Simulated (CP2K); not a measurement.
Consider boron trichloride at its PBE geometry (Å).

```xyz
4

Cl   -0.8775   -1.5110   -0.0010
B     0.0001    0.0000    0.0000
Cl   -0.8698    1.5154   -0.0005
Cl    1.7473   -0.0045    0.0016
```

Method: CP2K XAS_TDP, all-electron GAPW, PBEh(45%), aug-pc-2, TDA, ZORA, spin–orbit coupling.

Predict the bright core excitations at the Cl L₂,₃ edge.

Leading lines: Cl1 200.91 eV. The leading line of an atom is its first one with 35 % of the strongest within 2.5 eV of its lowest line over the strength cut. 

The first six lines of each atom with a strength over 0.0003:

| atom | energy (eV) | states | strength, one atom |
| --- | --- | --- | --- |
| Cl1 (bonded to B), 3 alike | 199.31 | 1 | 0.0015 |
|  | 199.37 | 1 | 0.0012 |
|  | 200.84 | 2 | 0.0004 |
|  | 200.89 | 1 | 0.0005 |
|  | 200.91 | 1 | 0.0079 |
|  | 200.93 | 1 | 0.0067 |

Lines are vertical, at one geometry, with no vibrational structure. Without a correction of the core level, line positions, and the gaps between valence and Rydberg lines, follow the share of exact exchange. Rydberg lines, and the discretised continuum above threshold, depend on the basis and the box.

[Banner, clock and machine lines of the logs are left out without a mark of their own.]

[Logs are printed without paths, hosts, clocks, repeated set-up lines and the standing remarks that a program may print on its own settings, such as how far it seeks lower states.]

[Hosts, paths, dates, database ids (printed as entryN), source tags and the programs' standing remarks are cut or masked in the printed files.]
